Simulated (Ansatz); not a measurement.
**LiMgF3 (built on the sites of a database entry of BaLiF3): phonons and vibrational spectra**

Wanted: phonon frequencies of LiMgF3 (built on the sites of a database entry of BaLiF3) and what follows from them.

Method: DFT PBEsol, scalar-relativistic, plane waves, PAW, in Ansatz 0.2.0.

The structure was built from a prototype and need not be the compound's stable phase.

## 1. The structure

It takes space group Pm-3m (No. 221, cubic). The conventional cell has a = 3.191 Å, b = 3.191 Å, c = 3.191 Å, α = 90.00°, β = 90.00°, γ = 90.00°. Nearest to Mg lie 12 F at 2.26 Å. Nearest to Li lie 6 F at 1.60 Å. Nearest to F lie 2 Li at 1.60 Å and 4 Mg at 2.26 Å. Farther neighbours and most contacts between anions are not listed.

## 2. Rough relaxation

The start is far from rest, so a relaxation with loose tolerances brings it close first.

The input, input.yaml:

```yaml
crystal:
  lattice:
    - [3.19129, 0.0, 0.0]
    - [0.0, 3.19129, 0.0]
    - [0.0, 0.0, 3.19129]
  atoms:
    - { symbol: Mg, position: [0.0, 0.0, 0.0] }
    - { symbol: Li, position: [0.5, 0.5, 0.5] }
    - { symbol: F, position: [0.0, 0.5, 0.5] }
    - { symbol: F, position: [0.5, 0.5, 0.0] }
    - { symbol: F, position: [0.5, 0.0, 0.5] }
kpoints:
  mp_grid: { grid: [6, 6, 6] }
hamiltonian:
  xc: pbesol
scf:
  occupations: { method: gaussian, width: 0.1 }
output:
  forces: true
  stress: true
  eigenvalues: true
relax:
  adjacent_minimum: "off"
  f_tol: 0.05
  max_steps: 80
  cell: { stress_tol: 0.5 }
```

Run with:

```bash
$ ansatz run input.yaml --threads 4 --pin off --max-ram 7168MiB --backend cpu --events-out ev --progress --plain --runs-dir out
```

Numbers of over 12 decimals in the logs are rounded to 6 here.

The program printed:

```text
The last accepted step is kept in <dir> (removed where the run ends without a failure and the disk answers)
Engine: ansatz 0.2.0, aarch64-unknown-linux-gnu
Pseudopotentials: kind: paw
Pseudopotential: Mg, paw, valence charge 10, recommended cutoff 420 eV (normal), Mg.paw.azcp
Pseudopotential: Li, paw, valence charge 3, recommended cutoff 420 eV (normal), Li.paw.azcp
[...]
cell:  # Å, volume = 45.8714 Å³
    - [3.579706, 0, 0]
    - [0, 3.579706, 0.0]
    - [0, 0, 3.579706]
  atoms:
    - { symbol: Mg, position: [0, 0, 0] }
    - { symbol: Li, position: [0.5, 0.500000, 0.500000] }
    - { symbol: F, position: [0, 0.500000, 0.500000] }
    - { symbol: F, position: [0.5, 0.500000, 0] }
    - { symbol: F, position: [0.5, 0, 0.500000] }
[key lines of the parts left out:]
SCF converged after 4 iterations
Free energy (F): -4521.898176 eV
Fermi energy:    5.579201 eV
P = ⅓ Tr σ = 0.1044 GPa (1.044 kbar)
```

It took 7 s on 4 threads of Arm Neoverse N1, shared host; peak memory 0.31 GiB.

Relaxation path:

```csv
step,energy less that of the first step (eV),largest force component (eV/Å),pressure (GPa),volume (Å³)
1,0.0000,0.0000,67.13,32.50
2,-1.0847,0.0000,35.65,36.01
3,-1.6642,0.0000,4.99,41.02
4,-1.6752,0.0000,0.25,41.97
5*,-1.9595,0.0000,10.15,41.97
6,-2.0353,0.0000,3.90,44.08
7,-2.0398,0.0000,0.38,45.51
8*,-2.0745,0.0000,0.86,45.51
9,-2.0735,0.0000,0.08,45.87
10*,-2.0757,0.0000,0.10,45.87
```

Relaxation steps marked * repeat the geometry before them on a plane-wave basis chosen anew for their cell, so energy and pressure can jump there.

The run keeps the 48 symmetry operations that it works with, so distortions that break them were not tested.

```csv
cell as run,before,after,change
a (Å),3.191,3.580,+12.2 %
b (Å),3.191,3.580,+12.2 %
c (Å),3.191,3.580,+12.2 %
volume (Å³/atom),6.50,9.17,+41.1 %
```

The relaxed structure:

```
Mg Li F
1.0
     3.57971    0.00000    0.00000
     0.00000    3.57971    0.00000
     0.00000    0.00000    3.57971
Mg Li F
1 1 3
Direct
  0.00000 0.00000 0.00000
  0.50000 0.50000 0.50000
  0.00000 0.50000 0.50000
  0.50000 0.50000 0.00000
  0.50000 0.00000 0.50000
```

A gap read on the k-mesh alone can miss the band edges.

This step gave:

```
pressure           : 0.1044 GPa
gap on the k-mesh  : 3.744 eV
volume per atom    : 9.174 Å³
direct gap on mesh : 4.004 eV
```

In this step the volume went from 6.50 to 9.17 Å³/atom.

## 3. Relaxation

Harmonic phonons are second derivatives at a point where the forces vanish, and they are wanted at zero stress, so atoms and cell are relaxed first.

input.yaml: that of step 2 with these lines changed.

```diff
@@ -2,5 +2,5 @@
   lattice:
-    - [3.19129, 0.0, 0.0]
-    - [0.0, 3.19129, 0.0]
-    - [0.0, 0.0, 3.19129]
+    - [3.5797056922, 0.0, 0.0]
+    - [0.0, 3.5797056922, 0.0]
+    - [0.0, 0.0, 3.5797056922]
   atoms:
@@ -16,3 +16,3 @@
 scf:
-  occupations: { method: gaussian, width: 0.1 }
+  occupations: { method: gaussian, width: 0.02 }
 output:
@@ -23,4 +23,4 @@
   adjacent_minimum: "off"
-  f_tol: 0.05
+  f_tol: 0.005
   max_steps: 80
-  cell: { stress_tol: 0.5 }
+  cell: { stress_tol: 0.05 }
```

The program printed:

```text
[...]
Crystal: 5 atoms, lattice volume = 45.871 Å³
Basis set: ecut = 420 eV, 895 PW (Γ), exchange–correlation on 48×48×48 points (8 copies of the dense FFT grid, shifted against one another)
Bands: 22, of which v1, the nominal top of the filled ones, is band 17 counted from 1 (16 counted from 0)
Symmetry: 48 space group operations
[...]
k-points: 20 of 216
[...]
--- Relaxed structure (3 steps of the walk, 3 accepted, 1 SCFs on fresh bases) ---
[...]
cell:  # Å, volume = 45.9171 Å³
    - [3.580893, 0, 0]
    - [0, 3.580893, 0]
    - [0, 0, 3.580893]
  atoms:
    - { symbol: Mg, position: [0, 0, 0] }
    - { symbol: Li, position: [0.500000, 0.500000, 0.500000] }
    - { symbol: F, position: [0, 0.500000, 0.500000] }
    - { symbol: F, position: [0.500000, 0.500000, 0] }
    - { symbol: F, position: [0.500000, 0, 0.500000] }
[key lines of the parts left out:]
SCF converged after 6 iterations
Free energy (F): -4521.897939 eV
Fermi energy:    5.564594 eV
P = ⅓ Tr σ = 0.0104 GPa (0.104 kbar)
```

Wall time 2.9 s (4 threads); peak memory 0.32 GiB; 8.6 s of CPU time.

Little changed from the start: no atom moved by 0.005 Å and no cell edge by 0.1 %.

Numbers from this step:

```
pressure           : 0.01043 GPa
gap on the k-mesh  : 3.740 eV
volume per atom    : 9.183 Å³
direct gap on mesh : 3.999 eV
```

In this step the volume went from 9.17 to 9.18 Å³/atom.

## 4. Tight relaxation

Phonons need a cell at rest on their own settings, so the relaxation is repeated with tight tolerances on forces and stress, using the mesh and the filling of the phonon run that follows.

The input, input.yaml:

```yaml
crystal:
  lattice:
    - [3.5808932517, 0.0, 0.0]
    - [0.0, 3.5808932517, 0.0]
    - [0.0, 0.0, 3.5808932517]
  atoms:
    - { symbol: Mg, position: [0.0, 0.0, 0.0] }
    - { symbol: Li, position: [0.5, 0.5, 0.5] }
    - { symbol: F, position: [0.0, 0.5, 0.5] }
    - { symbol: F, position: [0.5, 0.5, 0.0] }
    - { symbol: F, position: [0.5, 0.0, 0.5] }
kpoints:
  mp_grid: { grid: [8, 8, 8] }
hamiltonian:
  xc: pbesol
scf:
  occupations: { method: fixed }
output:
  forces: true
  stress: true
  eigenvalues: true
relax:
  adjacent_minimum: "off"
  f_tol: 0.001
  max_steps: 60
  cell: { stress_tol: 0.01 }
```

The program printed:

```text
[...]
Crystal: 5 atoms, lattice volume = 45.917 Å³
Basis set: ecut = 420 eV, 895 PW (Γ), exchange–correlation on 48×48×48 points (8 copies of the dense FFT grid, shifted against one another)
Bands: 22, of which v1, the nominal top of the filled ones, is band 17 counted from 1 (16 counted from 0)
Symmetry: 48 space group operations
[...]
k-points: 35 of 512
[...]
--- Relaxed structure (2 steps of the walk, 2 accepted, 1 SCFs on fresh bases) ---
[...]
cell:  # Å, volume = 45.9198 Å³
    - [3.580965, 0.0, 0]
    - [0.0, 3.580965, 0.0]
    - [0, 0, 3.580965]
  atoms:
    - { symbol: Mg, position: [0, 0, 0] }
    - { symbol: Li, position: [0.500000, 0.500000, 0.500000] }
    - { symbol: F, position: [0, 0.500000, 0.500000] }
    - { symbol: F, position: [0.500000, 0.500000, 0] }
    - { symbol: F, position: [0.500000, 0, 0.500000] }
[key lines of the parts left out:]
SCF converged after 10 iterations
Free energy (F): -4521.898171 eV
Fermi energy:    3.694136 eV
P = ⅓ Tr σ = 0.0074 GPa (0.074 kbar)
```

The job ended after 3.4 s (4 threads; peak memory 0.33 GiB; 11 s of CPU time).

Little changed from the start: no atom moved by 0.005 Å and no cell edge by 0.1 %.

Numbers from this step:

- pressure: 0.007355 GPa
- gap on the k-mesh: 3.739 eV
- volume per atom: 9.184 Å³

The forces vanish by symmetry and the pressure is 0.007 GPa, within the tolerances set. The cell now holds 9.18 Å³/atom.

## 5. Modes at Γ

The zone centre comes first: it holds the modes that light can see, as far as symmetry allows. The response to a homogeneous field gives the Born charges and the dielectric tensor, and its change with displacement the Raman tensors.

The input, input.yaml:

```yaml
crystal:
  lattice:
    - [3.5809645263, 0.0, 0.0]
    - [0.0, 3.5809645263, 0.0]
    - [0.0, 0.0, 3.5809645263]
  atoms:
    - { symbol: Mg, position: [0.0, 0.0, 0.0] }
    - { symbol: Li, position: [0.5, 0.5, 0.5] }
    - { symbol: F, position: [0.0, 0.5, 0.5] }
    - { symbol: F, position: [0.5, 0.5, 0.0] }
    - { symbol: F, position: [0.5, 0.0, 0.5] }
kpoints:
  mp_grid: { grid: [8, 8, 8] }
hamiltonian:
  xc: pbesol
scf:
  occupations: { method: fixed }
output:
  eigenvalues: true
phonons:
  method: dfpt
  dielectric: true
  rigid_motions: translations
  raman: true
```

The program printed:

```text
[...]
Crystal: 5 atoms, lattice volume = 45.920 Å³
Basis set: ecut = 420 eV, 895 PW (Γ), exchange–correlation on 48×48×48 points (8 copies of the dense FFT grid, shifted against one another)
Bands: 22, of which v1, the nominal top of the filled ones, is band 17 counted from 1 (16 counted from 0)
Symmetry: 48 space group operations
k-points: 170 of 512 (irreducible under 2 space group operations, time reversal used)
[...]
SCF iter   1: F=—  HF=-4521.924048 eV  |F-HF|=—  |Δ(HF+E_count)|=         —  Δρ=1.71e-2  dr2=8.21e-2  ethr=1.77e-3  ⟨swp⟩=4.5  Hψ=15295  notcnv=0  defer=453
[...]
SCF iter   8: F=-4521.898171 eV  HF=-4521.898171 eV  |F-HF|=2.00e-11  |Δ(HF+E_count)|=  4.17e-10  Δρ=2.37e-7  dr2=1.68e-11  ethr=1.00e-12  ⟨swp⟩=9.1  Hψ=23068  notcnv=0
SCF 1 converged in 8 iterations: F = -4521.898171 eV  dr2 = 1.68e-11
[...]
DFPT response loops at Γ: preconditioner auto → none (the input reference at scf.mixing.eps_inf says where Resta's filter doesn't serve); β = 0.50; Broyden in place of MSR1
── the response to a field inside a basis, on 8×8×8 k-points: an SCF that follows is theirs, and a resumed run solves both again ──
Bands: 18, of which v1, the nominal top of the filled ones, is band 17 counted from 1 (16 counted from 0)
k-points: 20 of 512
[...]
Eigensolver: Dense (20 Hₖ)
SCF iter   1: F=—  HF=-4521.897093 eV  |F-HF|=—  |Δ(HF+E_count)|=         —  Δρ=8.56e-4  dr2=5.72e-5  ethr=1.00e-1
[...]
SCF iter   6: F=-4521.897082 eV  HF=-4521.897082 eV  |F-HF|=1.00e-11  |Δ(HF+E_count)|=  3.61e-10  Δρ=3.12e-7  dr2=5.37e-11  ethr=3.22e-12
SCF 1 converged in 6 iterations: F = -4521.897082 eV  dr2 = 5.37e-11
[...]
SCF converged after 8 iterations
Free energy (F): -4521.898171 eV
[...]
Internal energy: -4521.898171 eV  (E = F + TS)
E sigma→0 (E₀):  -4521.898171 eV
Fermi energy:    3.694135 eV
[...]
--- Band table (eV; the first three rows and the last of 170) ---
  k-point 0: bands = [... 13 lower, 2.7011, 3.4348, 3.4348, 3.4348, 7.4334, 16.0539, 16.0539, 18.4144, ... 1 higher]
  k-point 1: bands = [... 13 lower, 2.6488, 3.2149, 3.3856, 3.3856, 7.8255, 15.4801, 16.3140, 18.1769, ... 1 higher]
  k-point 2: bands = [... 13 lower, 2.4707, 2.7790, 3.2950, 3.2950, 8.7767, 14.3268, 16.9776, 17.7296, ... 1 higher]
  k-point 169: bands = [... 13 lower, 3.5203, 3.6941, 3.6941, 3.6941, 10.2566, 15.9847, 15.9847, 15.9847, ... 1 higher]
--- Phonons (Γ-DFPT): 4 representative perturbations + reference, on 170 of 512 k-points (Σ response iterations 14) ---
  k mesh reduced under 2 symmetry operations, with k and −k counted as one. Each operation leaves every solved perturbation unchanged. A smaller set is not considered because the run solves the response to a homogeneous field
  ASR residual: 1.080e-3 → 0.000e0 eV/Å²; symmetrization residual: 2.546e-6 eV/Å²
  ASR residual per site (eV/Å²): 1.72e-5 1.08e-3 1.03e-3 1.03e-3 1.03e-3
  Γ frequencies (cm⁻¹): -227.61 -227.61 -227.61 -101.96 -101.96 -101.96 0.00 0.00 0.00 387.50 387.50 387.50 682.80 682.80 682.80
  ε∞ (high-frequency dielectric tensor):
        2.431728     0.000000     0.000000
       -0.000000     2.431728     0.000000
        0.000000     0.000000     2.431728
  softest optical mode at Γ: -227.61 cm⁻¹; the repairs (sum rule, projections) moved no ω² at Γ by more than (6.62 cm⁻¹)²
  Born effective charges Z* (e; rows j = field, columns β = displacement):
    site 0:
         2.42128    0.00000   -0.00000
         0.00000    2.42128    0.00000
         0.00000   -0.00000    2.42128
    site 1:
         0.93817    0.00000   -0.00000
         0.00000    0.93817    0.00000
         0.00000   -0.00000    0.93817
    site 2:
        -1.05739    0.00000   -0.00000
        -0.00000   -1.15103    0.00000
         0.00000    0.00000   -1.15103
    site 3:
        -1.15103   -0.00000    0.00000
         0.00000   -1.15103    0.00000
         0.00000   -0.00000   -1.05739
    site 4:
        -1.15103   -0.00000   -0.00000
         0.00000   -1.05739    0.00000
         0.00000   -0.00000   -1.15103
  Z* charge neutrality: 2.554e-6 e pre-enforcement
  k-mesh period / interband length: 28.6 Å / 1.22 Å = 23.55 at k = (0.0000, 0.0000, 0.0000), direct gap 3.999 eV — 14 or more, which is no proof of convergence
  Raman tensors (in the event stream and the table raman_tensors.tsv): an entry may err by 3.2e-4 Å², one of the second-order susceptibility by 1.1e-19 pm/V (basis, points and sum rule); their sum over the sites missed zero by 2.189e-21 Å² ahead of its enforcement
  optical modes at Γ without the LO–TO term, one row a degenerate level:
      ω (cm⁻¹)  modes    IR ((D/Å)²/amu)  static Raman (Å⁴/amu)  depolarisation
       -227.61      3            27.7291                 0.0000               —
       -101.96      3             0.0000                 0.0000               —
        387.50      3             1.1026                 0.0000               —
        682.80      3            10.3672                 0.0000               —
  optical modes at Γ + LO–TO along q̂ = [1.0000, 0.0000, 0.0000]:
      ω (cm⁻¹)  modes    IR ((D/Å)²/amu)  static Raman (Å⁴/amu)  depolarisation
       -227.61      2            18.4860                 0.0000               —
       -101.96      3             0.0000                 0.0000               —
        292.97      1             4.5638                 0.0000               —
        387.50      2             0.7350                 0.0000               —
        408.79      1             1.8140                 0.0000               —
        682.80      2             6.9115                 0.0000               —
        749.13      1             6.6885                 0.0000               —
  optical modes at Γ + LO–TO along q̂ = [0.0000, 1.0000, 0.0000]:
      ω (cm⁻¹)  modes    IR ((D/Å)²/amu)  static Raman (Å⁴/amu)  depolarisation
       -227.61      2            18.4860                 0.0000               —
       -101.96      3             0.0000                 0.0000               —
        292.97      1             4.5638                 0.0000               —
        387.50      2             0.7350                 0.0000               —
        408.79      1             1.8140                 0.0000               —
        682.80      2             6.9115                 0.0000               —
        749.13      1             6.6885                 0.0000               —
  optical modes at Γ + LO–TO along q̂ = [0.0000, 0.0000, 1.0000]:
      ω (cm⁻¹)  modes    IR ((D/Å)²/amu)  static Raman (Å⁴/amu)  depolarisation
       -227.61      2            18.4860                 0.0000               —
       -101.96      3             0.0000                 0.0000               —
        292.97      1             4.5638                 0.0000               —
        387.50      2             0.7350                 0.0000               —
        408.79      1             1.8140                 0.0000               —
        682.80      2             6.9115                 0.0000               —
        749.13      1             6.6885                 0.0000               —
```

Run time: 2.4 min. Hardware: 4 threads; peak memory 1.1 GiB.

The column dr2 measures how far the density is from self-consistency, as an energy; F and HF (Harris–Foulkes) agree once it is small.

This step gave:

```yaml
sum_rule_residual_before_enforcement: 0.001080 eV/Å²
miss_of_the_charge_sum_rule: 2.55e-6 e
point_group: m-3m
highest_optical_mode_at_the_zone_centre_no_lo_to_term: 682.8 cm⁻¹
lowest_optical_zone_centre_mode: -227.6 cm⁻¹
mean_high_frequency_dielectric_constant: 2.432
largest_born_charge_third_of_the_trace: 2.421 e
top_of_the_zone_centre_spectrum_with_the_field: 749.1 cm⁻¹
```

Without the LO-TO term. Patterns of degenerate modes are one choice out of their space. The modes at Γ (shares of kinetic energy by element, %) (negative means imaginary):

```csv
mode,frequency (cm⁻¹),symmetry,Mg %,Li %,F %
1,-227.6,T1u,69,0,31
2,-227.6,T1u,69,0,31
3,-227.6,T1u,69,0,31
4,-102.0,T2u,0,0,100
5,-102.0,T2u,0,0,100
6,-102.0,T2u,0,0,100
7,0.0,acoustic,28,8,65
8,0.0,acoustic,28,8,65
9,0.0,acoustic,28,8,65
10,387.5,T1u,4,27,69
11,387.5,T1u,4,27,69
12,387.5,T1u,4,27,69
13,682.8,T1u,0,65,35
14,682.8,T1u,0,65,35
15,682.8,T1u,0,65,35
```

Displacements in mode 3 (-227.6 cm⁻¹), the largest set to 1:
```
Mg1 -0.06  1.00 -0.49
Li2  0.00 -0.08  0.04
F3   0.01 -0.52  0.25
F4   0.03 -0.52  0.10
F5   0.03 -0.21  0.25
```

Displacements in mode 15 (682.8 cm⁻¹), the largest set to 1:
```
Mg1  0.00 -0.01  0.01
Li2  0.00  1.00 -0.52
F3   0.00  0.04 -0.02
F4   0.00  0.04  0.23
F5   0.00 -0.44 -0.02
```

Optical modes at the zone centre, without and with the macroscopic field of the longitudinal modes; each column is sorted by frequency, so a row need not hold one and the same mode. Modes with and without the field, by row:

```csv
rank among optical modes,no field (cm⁻¹),"q along (1, 0, 0) (cm⁻¹)"
1,-227.6,-227.6
2,-227.6,-227.6
3,-227.6,-102
4,-102,-102
5,-102,-102
6,-102,293
7,387.5,387.5
8,387.5,387.5
9,387.5,408.8
10,682.8,682.8
11,682.8,682.8
12,682.8,749.1
```

Born charge (rows field, columns displacement) (e), principal values of the symmetric part by kind of site:

```csv
atom,atoms with these values,low,middle,high,mean
Mg1,1,2.42,2.42,2.42,2.42
Li2,1,0.94,0.94,0.94,0.94
F3,3,-1.15,-1.15,-1.06,-1.12
```

In full for F3:

```
-1.06  0.00  0.00
 0.00 -1.15  0.00
 0.00  0.00 -1.15
```

High-frequency dielectric tensor:

```
2.43 0.00 0.00
0.00 2.43 0.00
0.00 0.00 2.43
```

Transverse modes; imaginary modes are left out. Infrared lines, with heights relative to the strongest:

```csv
position (cm⁻¹),label,relative intensity
388,T1u,11
683,T1u,100
```

Before it was imposed, the acoustic sum rule was missed by 0.0011 eV/Å² and the charge sum rule by 2.6e-6 e. Small misses are needed for a sound result but don't prove that mesh and cutoff are converged. The lowest optical mode is imaginary, 227.6i cm⁻¹, so the energy falls along it.

(Part 1 of 2 ends here.)

[Logs are printed without paths, hosts, clocks, repeated set-up lines and the standing remarks that a program may print on its own settings, such as how far it seeks lower states.]

[Hosts, paths, dates, database ids (printed as entryN), source tags and the programs' standing remarks are cut or masked in the printed files.]
